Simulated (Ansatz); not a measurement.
The compound is CrOCl (Pmmn).

```cif
data_structure
_symmetry_space_group_name_H-M 'P 1'
_symmetry_Int_Tables_number 1
_cell_length_a 3.1901
_cell_length_b 3.8666
_cell_length_c 7.9525
_cell_angle_alpha 90.000
_cell_angle_beta 90.000
_cell_angle_gamma 90.000
_cell_volume 98.09
loop_
_atom_site_label
_atom_site_type_symbol
_atom_site_fract_x
_atom_site_fract_y
_atom_site_fract_z
_atom_site_occupancy
Cr1 Cr 0.00000 0.00000 0.10604 1
Cr2 Cr 0.50000 0.50000 0.89396 1
Cl3 Cl 0.00000 0.50000 0.68142 1
Cl4 Cl 0.50000 0.00000 0.31858 1
O5 O 0.50000 0.00000 0.94782 1
O6 O 0.00000 0.50000 0.05218 1
```

The cell and positions are those that the Materials Project relaxed with its own functionals (PBE, PBE+U or r2SCAN), kept fixed. The program's search for lower electronic states was switched off, so nothing shows that the state found is the lowest. PAW set soft_2, made with PBE.

A constrained-RPA run (Ansatz 0.2.0; non-magnetic LDA; Cr d, bands v3 to c7, 6×4×2 mesh, medium accuracy) builds 10 functions on bands 3.6 eV wide, with 6.0 electrons in the window. The bare on-site interaction is 17.4 eV and the bare J 0.57 eV.

**Question.** What U and J survive the screening?

On the Cr d shell, U = 4.13 eV (24 % of the bare value), U′ = 3.22 eV, J = 0.44 eV.

The parent state is non-magnetic and the interaction static (zero frequency); U depends on the window and the orbitals, so it belongs to this model alone.

[Paths, hosts, dates, memory and timing lines, banners, echoed tables and standing remarks are left out of the program output.]

[Logs are printed without paths, hosts, clocks, repeated set-up lines and the standing remarks that a program may print on its own settings, such as how far it seeks lower states.]

[Runs of the session that timed out or met a known fault of the program may be left out.]

[Hosts, paths, dates, database ids (printed as entryN), source tags and the programs' standing remarks are cut or masked in the printed files.]
